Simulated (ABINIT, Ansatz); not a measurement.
**Converging GW for ScHO2 (P6_3/mmc) in ABINIT**

What does each rung of G0W0 on ScHO2 (P6_3/mmc) cost, and what does it buy?

Method: PBEsol and many-body steps on it, plane waves, in ABINIT 10.8.3.

### Step 1. Starting point

It takes space group P6_3/mmc (No. 194, hexagonal). The conventional cell has a = 3.234 Å, b = 3.234 Å, c = 9.062 Å, α = 90.00°, β = 90.00°, γ = 120.00°. Sc has 6 O at 2.14 Å nearest. Nearest to H lie 2 O at 1.22 Å. Nearest to O lie 1 H at 1.22 Å and 3 Sc at 2.14 Å. Farther neighbours and most contacts between anions are not listed.

The cell and positions are those that the Materials Project relaxed with its own functionals (PBE, PBE+U or r2SCAN), kept fixed.

### Step 2. Empty states on the mesh, 3×3×1 mesh, 171 bands

This step: ABINIT 10.8.3; DFT, PBEsol, plane waves, norm-conserving pseudopotentials.

The sums over transitions need many empty states on a uniform mesh; this step solves for them.

Input file run.abi:

```
acell 3*1.0 Angstrom
rprim 
  3.233532062406 -0.000000000001 0.000000000000
  -1.616766031202 2.800320909996 0.000000000000
  0.000000000000 0.000000000000 9.062126000000
ntypat 3
znucl 21 1 8
natom 8
typat 1 1 2 2 3 3 3 3
xred 
  0.000000000000 0.000000000000 0.500000000000
  0.000000000000 0.000000000000 0.000000000000
  0.666666666667 0.333333333333 0.750000000000
  0.333333333333 0.666666666667 0.250000000000
  0.666666666667 0.333333333333 0.615588000000
  0.666666666667 0.333333333333 0.884412000000
  0.333333333333 0.666666666667 0.115588000000
  0.333333333333 0.666666666667 0.384412000000
pp_dirpath "pseudos"
pseudos "Sc.upf, H.upf, O.upf"
ecut 36
ngkpt 3 3 1
nshiftk 1
shiftk 0 0 0
kptopt 1
chksymbreak 0
iscf -2
irdden 1
istwfk *1
nband 171
nbdbuf 14
tolwfr 1e-09
nstep 60
prtvol 0
indata_prefix "in"
outdata_prefix "out"
tmpdata_prefix "tmp"
```

Run with:

```sh
$ OMP_NUM_THREADS=1 mpirun -n 4 abinit run.abi > log
```

Numbers of over 12 decimals in the logs are rounded to 6 here.

What it wrote:

```text
.Version 10.8.3 of ABINIT. v10.8.2 released Aug 2026.

 Symmetries : space group P6_3/m m c (#194); Bravais hP (primitive hexag.)
[... echo of the input left out ...]
== DATASET  1 ==================================================================
-   mpi_nproc: 4, omp_nthreads: 1 (-1 if OMP is not activated)
-    --> not optimal distribution: autoparal keyword recommended in input file <--

--- !DatasetInfo
iteration_state: {dtset: 1, }
dimensions: {natom: 8, nkpt: 3, mband: 171, nsppol: 1, nspinor: 1, nspden: 1, mpw: 5730, }
cutoff_energies: {ecut:  36.0, pawecutdg:  -1.0, }
[...]
2.70918    2.71595    2.71595    2.76249    2.76249    2.76925    2.79483    2.80032
   2.80032    2.80714    2.82190    2.82701    2.82701    2.84972    2.84972    2.88094
   2.88355    2.88592    2.89676
 prteigrs : prtvol=0 or 1, do not print more k-points.

== END DATASET(S) ==============================================================
================================================================================

 -outvars: echo values of variables after computation  --------
            nband         171
             nkpt           3
          spgroup         194
 [... the other variables as echoed above ...]

 Calculation completed.
```

Elapsed: 56 s, on 4 MPI ranks of Arm Neoverse V1, shared host; peak memory 0.36 GiB.

This step gave:

- gap: 4.026 eV
- k of the valence top: 0, 0, 0
- k of the conduction bottom: 0.3333, 0, 0
- least direct gap: 4.082 eV
- k points computed: 3
- lowest point of the top converged band, above the valence top: 71.7099 eV

On this mesh the gap is 4.026 eV.

The density comes from a self-consistent run that is not shown.

### Step 3. Screening, 3×3×1 mesh, 40 bands, screening to 62.6 eV

The RPA dielectric matrix is built and inverted for each q.

This step: RPA screening on PBEsol, plane waves, norm-conserving pseudopotentials.

Edit run.abi of step 2 so:

```diff
@@ -26,10 +26,11 @@
 chksymbreak 0
-iscf -2
-irdden 1
 istwfk *1
-nband 171
-nbdbuf 14
-tolwfr 1e-09
-nstep 60
-prtvol 0
+occopt 1
+irdwfk 1
+optdriver 3
+nband 40
+ecuteps 2.3
+inclvkb 2
+awtr 1
+symchi 1
 indata_prefix "in"
```

What it wrote:

```text
.Version 10.8.3 of ABINIT. v10.8.2 released Aug 2026.

 Symmetries : space group P6_3/m m c (#194); Bravais hP (primitive hexag.)
[... echo of the input left out ...]
== DATASET  1 ==================================================================
-   mpi_nproc: 4, omp_nthreads: 1 (-1 if OMP is not activated)

--- !DatasetInfo
iteration_state: {dtset: 1, }
dimensions: {natom: 8, nkpt: 3, mband: 40, nsppol: 1, nspinor: 1, nspden: 1, mpw: 5730, }
cutoff_energies: {ecut:  36.0, pawecutdg:  -1.0, }
electrons: {nelect:   4.80000000E+01, charge:   0.00000000E+00, occopt:   1.00000000E+00, tsmear:   1.00000000E-02, }

 SCREENING: Calculation of the susceptibility and dielectric matrices

 Based on a program developped by R.W. Godby, V. Olevano, G. Onida, and L. Reining.
 Incorporated in ABINIT by V. Olevano, G.-M. Rignanese, and M. Torrent.
.Using double precision arithmetic ; gwpc =  8

[... cell and pseudopotentials left out ...]
--------------------------------------------------------------------------------

 ==== K-mesh for the wavefunctions ====
 Number of points in the irreducible wedge :     3
[... list of points left out ...]
 Together with 24 symmetry operations and time-reversal symmetry
 yields     9 points in the full Brillouin Zone.

 ==== Q-mesh for the screening function ====
 Number of points in the irreducible wedge :     3
[... list of points left out ...]
 Together with 24 symmetry operations and time-reversal symmetry
 yields     9 points in the full Brillouin Zone.

 setmesh: FFT mesh size selected  =    18x   18x   60
          total number of points  =        19440

 vcoul_init : cutoff-mode = AUXILIARY_FUNCTION
 q-points for optical limit:   1
     1)      0.000010    0.000020    0.000030

- screening: taking advantage of time-reversal symmetry
- Maximum band index for partially occupied states nbvw = 24
- Remaining bands to be divided among processors   nbcw = 16
- Number of bands treated by each node ~4

 Number of electrons calculated from density =   48.0000; Expected =   48.0000
 average of density, n =  0.086682
 r_s =    1.4017
 omega_plasma =   28.4001 [eV]

 calculating chi0 at frequencies [eV] :
  1    0.000000E+00    0.000000E+00
  2    0.000000E+00    2.840013E+01

--------------------------------------------------------------------------------
  q-point number  1        q = ( 0.000000, 0.000000, 0.000000) [r.l.u.]
--------------------------------------------------------------------------------
[... chi0 elements left out ...]
 For q-point:  0.000010 0.000020 0.000030
  dielectric constant =   3.9414
  dielectric constant without local fields =   4.0525

  Average fulfillment of the sum rule on Im[epsilon] for q-point    1 :     29.79  [%]
[... wings left out ...]
  q-point number  2        q = ( 0.333333, 0.000000, 0.000000) [r.l.u.]
--------------------------------------------------------------------------------
[... chi0 elements left out ...]
  Average fulfillment of the sum rule on Im[epsilon] for q-point    2 :     25.64  [%]

 [... 1 further q-points ...]
```

Elapsed: 5.9 s, on 4 MPI ranks; peak memory 0.22 GiB; 23 s of CPU time.

This step gave:

* ε∞ with local fields, on this mesh, along the program's q direction: 3.941
* the same without local fields: 4.053
* plasma frequency: 28.40 eV
* plane waves in the screening matrix: 83

Local fields lower ε∞ by 3 %. On a Γ-centred mesh this coarse the value itself is usually too large, while a short band sum pulls it down.

### Step 4. 40 bands, 62.6 eV

The self-energy is evaluated for the states that the input lists, and the levels follow from it, in one-shot runs by the linearised quasiparticle equation.

This step: G0W0 on PBEsol, plane waves, norm-conserving pseudopotentials.

Edit run.abi of step 3 so:

```diff
@@ -29,8 +29,17 @@
 irdwfk 1
-optdriver 3
+optdriver 4
 nband 40
+gwcalctyp 0
+ecutsigx 36
+symsigma 1
+nkptgw 2
+kptgw 
+  0.0000000000 0.0000000000 0.0000000000
+  0.3333333333 0.0000000000 0.0000000000
+bdgw 
+  23 27
+  23 26
 ecuteps 2.3
-inclvkb 2
-awtr 1
-symchi 1
+irdscr 1
+ppmodel 1
 indata_prefix "in"
```

What it wrote:

```text
.Version 10.8.3 of ABINIT. v10.8.2 released Aug 2026.

 Symmetries : space group P6_3/m m c (#194); Bravais hP (primitive hexag.)
[... echo of the input left out ...]
== DATASET  1 ==================================================================
-   mpi_nproc: 4, omp_nthreads: 1 (-1 if OMP is not activated)

--- !DatasetInfo
iteration_state: {dtset: 1, }
dimensions: {natom: 8, nkpt: 3, mband: 40, nsppol: 1, nspinor: 1, nspden: 1, mpw: 5730, }
cutoff_energies: {ecut:  36.0, pawecutdg:  -1.0, }
electrons: {nelect:   4.80000000E+01, charge:   0.00000000E+00, occopt:   1.00000000E+00, tsmear:   1.00000000E-02, }

 SIGMA: Calculation of the GW corrections

 Based on a program developped by R.W. Godby, V. Olevano, G. Onida, and L. Reining.
 Incorporated in ABINIT by V. Olevano, G.-M. Rignanese, and M. Torrent.
.Using double precision arithmetic ; gwpc =  8

[... cell and pseudopotentials left out ...]
--------------------------------------------------------------------------------

 ==== K-mesh for the wavefunctions ====
 Number of points in the irreducible wedge :     3
[... list of points left out ...]
 Together with 24 symmetry operations and time-reversal symmetry
 yields     9 points in the full Brillouin Zone.

 ==== Q-mesh for screening function ====
 Number of points in the irreducible wedge :     3
[... list of points left out ...]
 Together with 24 symmetry operations and time-reversal symmetry
 yields     9 points in the full Brillouin Zone.

 vcoul_init : cutoff-mode = AUXILIARY_FUNCTION
 q-points for optical limit:   1
     1)      0.000010    0.000020    0.000030
 setmesh: FFT mesh size selected  =    30x   30x   96
          total number of points  =        86400

 Number of electrons calculated from density =   48.0000; Expected =   48.0000
 average of density, n =  0.086682
 r_s =    1.4017
 omega_plasma =   28.4001 [eV]

 === KS Band Gaps ===
  >>>> For spin  1
   Minimum direct gap =   4.0817 [eV], located at k-point      :   0.3333  0.0000  0.0000
   Fundamental gap    =   4.0254 [eV], Top of valence bands at :   0.0000  0.0000  0.0000
                                       Bottom of conduction at :   0.3333  0.0000  0.0000
 SIGMA fundamental parameters:
 PLASMON POLE MODEL  1
 number of plane-waves for SigmaX                 5717
 number of plane-waves for SigmaC and W             83
 number of plane-waves for wavefunctions          5717
 number of bands                                    40
 number of independent spin polarizations            1
 number of spinorial components                      1
 number of k-points in IBZ                           3
 number of q-points in IBZ                           3
 number of symmetry operations                      24
 number of k-points in BZ                            9
 number of q-points in BZ                            9
 number of frequencies for dSigma/dE                 9
 frequency step for dSigma/dE [eV]                0.25
 number of omega for Sigma on real axis              0
 max omega for Sigma on real axis  [eV]           0.00
 zcut for avoiding poles [eV]                     0.10

 EPSILON^-1 parameters (SCR file):
 dimension of the eps^-1 matrix on file             83
 dimension of the eps^-1 matrix used                83
 number of plane-waves for wavefunctions          5717
 number of bands                                    40
 number of q-points in IBZ                           3
 number of frequencies                               2
 number of real frequencies                          1
 number of imag frequencies                          1

 matrix elements of self-energy operator (all in [eV])

 Perturbative Calculation

--- !SelfEnergy_ee
iteration_state: {dtset: 1, }
kpoint     : [   0.000,    0.000,    0.000, ]
spin       : 1
KS_gap     :    4.673
QP_gap     :    7.748
Delta_QP_KS:    3.075
data: !SigmaeeData |
     Band     E0 <VxcDFT>   SigX SigC(E0)      Z dSigC/dE  Sig(E)    E-E0       E
       23   3.065 -19.959 -25.481   5.010   0.771  -0.297 -20.354  -0.395   2.670
       24   3.065 -19.959 -25.481   5.010   0.771  -0.297 -20.354  -0.395   2.670
       25   7.738 -15.155  -7.946  -3.889   0.807  -0.239 -12.475   2.680  10.418
       26   7.937 -17.697  -9.444  -4.220   0.795  -0.258 -14.490   3.207  11.144
       27   7.937 -17.697  -9.444  -4.220   0.795  -0.258 -14.490   3.207  11.144

--- !SelfEnergy_ee
iteration_state: {dtset: 1, }
kpoint     : [   0.333,    0.000,    0.000, ]
spin       : 1
KS_gap     :    4.082
QP_gap     :    7.138
Delta_QP_KS:    3.056
data: !SigmaeeData |
     Band     E0 <VxcDFT>   SigX SigC(E0)      Z dSigC/dE  Sig(E)    E-E0       E
       23   2.466 -19.323 -24.863   4.977   0.769  -0.300 -19.756  -0.433   2.033
       24   3.009 -20.095 -25.293   4.885   0.775  -0.291 -20.337  -0.242   2.767
       25   7.090 -15.846  -8.551  -3.818   0.809  -0.235 -13.032   2.814   9.905
       26   7.838 -17.582 -10.046  -3.779   0.797  -0.255 -14.588   2.994  10.832

== END DATASET(S) ==============================================================
================================================================================

 -outvars: echo values of variables after computation  --------
           etotal      0.0000000000E+00
            nband          40
             nkpt           3
          spgroup         194
 [... the other variables as echoed above ...]

 Calculation completed.
```

Elapsed: 4.6 s, on 4 MPI ranks; peak memory 0.19 GiB; 18 s of CPU time.

This step gave:

- G0W0 gap on the points computed: 7.138 eV
- starting gap on the mesh: 4.026 eV
- k of the valence top: 0.3333, 0, 0
- k of the conduction bottom: 0.3333, 0, 0
- Z at the valence top: 0.775
- Z at the conduction bottom: 0.809
- least direct G0W0 gap on the computed points: 7.138 eV

The gap on the mesh goes from 4.03 eV to 7.14 eV, a correction of +3.11 eV.

### Step 5. Screening, 3×3×1 mesh, 78 bands, screening to 114.3 eV

This step: RPA screening on PBEsol, plane waves, norm-conserving pseudopotentials.

Edit run.abi of step 4 so:

```diff
@@ -29,17 +29,8 @@
 irdwfk 1
-optdriver 4
-nband 40
-gwcalctyp 0
-ecutsigx 36
-symsigma 1
-nkptgw 2
-kptgw 
-  0.0000000000 0.0000000000 0.0000000000
-  0.3333333333 0.0000000000 0.0000000000
-bdgw 
-  23 27
-  23 26
-ecuteps 2.3
-irdscr 1
-ppmodel 1
+optdriver 3
+nband 78
+ecuteps 4.2
+inclvkb 2
+awtr 1
+symchi 1
 indata_prefix "in"
```

What it wrote:

```text
.Version 10.8.3 of ABINIT. v10.8.2 released Aug 2026.

 Symmetries : space group P6_3/m m c (#194); Bravais hP (primitive hexag.)
[... echo of the input left out ...]
== DATASET  1 ==================================================================
-   mpi_nproc: 4, omp_nthreads: 1 (-1 if OMP is not activated)

--- !DatasetInfo
iteration_state: {dtset: 1, }
dimensions: {natom: 8, nkpt: 3, mband: 78, nsppol: 1, nspinor: 1, nspden: 1, mpw: 5730, }
cutoff_energies: {ecut:  36.0, pawecutdg:  -1.0, }
electrons: {nelect:   4.80000000E+01, charge:   0.00000000E+00, occopt:   1.00000000E+00, tsmear:   1.00000000E-02, }

 SCREENING: Calculation of the susceptibility and dielectric matrices

 Based on a program developped by R.W. Godby, V. Olevano, G. Onida, and L. Reining.
 Incorporated in ABINIT by V. Olevano, G.-M. Rignanese, and M. Torrent.
.Using double precision arithmetic ; gwpc =  8

[... cell and pseudopotentials left out ...]
--------------------------------------------------------------------------------

 ==== K-mesh for the wavefunctions ====
 Number of points in the irreducible wedge :     3
[... list of points left out ...]
 Together with 24 symmetry operations and time-reversal symmetry
 yields     9 points in the full Brillouin Zone.

 ==== Q-mesh for the screening function ====
 Number of points in the irreducible wedge :     3
[... list of points left out ...]
 Together with 24 symmetry operations and time-reversal symmetry
 yields     9 points in the full Brillouin Zone.

 setmesh: FFT mesh size selected  =    20x   20x   64
          total number of points  =        25600

 vcoul_init : cutoff-mode = AUXILIARY_FUNCTION
 q-points for optical limit:   1
     1)      0.000010    0.000020    0.000030

- screening: taking advantage of time-reversal symmetry
- Maximum band index for partially occupied states nbvw = 24
- Remaining bands to be divided among processors   nbcw = 54
- Number of bands treated by each node ~13

 Number of electrons calculated from density =   48.0000; Expected =   48.0000
 average of density, n =  0.086682
 r_s =    1.4017
 omega_plasma =   28.4001 [eV]

 calculating chi0 at frequencies [eV] :
  1    0.000000E+00    0.000000E+00
  2    0.000000E+00    2.840013E+01

--------------------------------------------------------------------------------
  q-point number  1        q = ( 0.000000, 0.000000, 0.000000) [r.l.u.]
--------------------------------------------------------------------------------
[... chi0 elements left out ...]
 For q-point:  0.000010 0.000020 0.000030
  dielectric constant =   4.1218
  dielectric constant without local fields =   4.4193

  Average fulfillment of the sum rule on Im[epsilon] for q-point    1 :     50.51  [%]
[... wings left out ...]
  q-point number  2        q = ( 0.333333, 0.000000, 0.000000) [r.l.u.]
--------------------------------------------------------------------------------
[... chi0 elements left out ...]
  Average fulfillment of the sum rule on Im[epsilon] for q-point    2 :     49.08  [%]

 [... 1 further q-points ...]
```

Wall time 12 s (4 MPI ranks); peak memory 0.69 GiB; 46 s of CPU time.

This step gave:

| Item | Value |
| --- | --- |
| ε∞ with local fields, on this mesh, along the program's q direction | 4.122 |
| the same without local fields | 4.419 |
| plasma frequency | 28.40 eV |
| plane waves in the screening matrix | 225 |

[end of part 1 of 2]

[Paths, hosts, dates, memory and timing lines, banners, echoed tables and standing remarks are left out of the program output.]

[Logs are printed without paths, hosts, clocks, repeated set-up lines and the standing remarks that a program may print on its own settings, such as how far it seeks lower states.]

[Runs of the session that timed out or met a known fault of the program may be left out.]

[No measured gap is set beside runs whose start may be inverted or whose files or cutoffs have a known fault.]

[Hosts, paths, dates, database ids (printed as entryN), source tags and the programs' standing remarks are cut or masked in the printed files.]

[G0W0 gaps are taken among the corrected bands and points alone; a level outside them can change the order at an edge.]

[Where Ansatz stands beside ABINIT at settings called matched, ABINIT's density can come from a denser mesh and the files from another edition; pairs whose starting gaps differed by over 0.03 eV were left out, so agreement reads better than it is.]
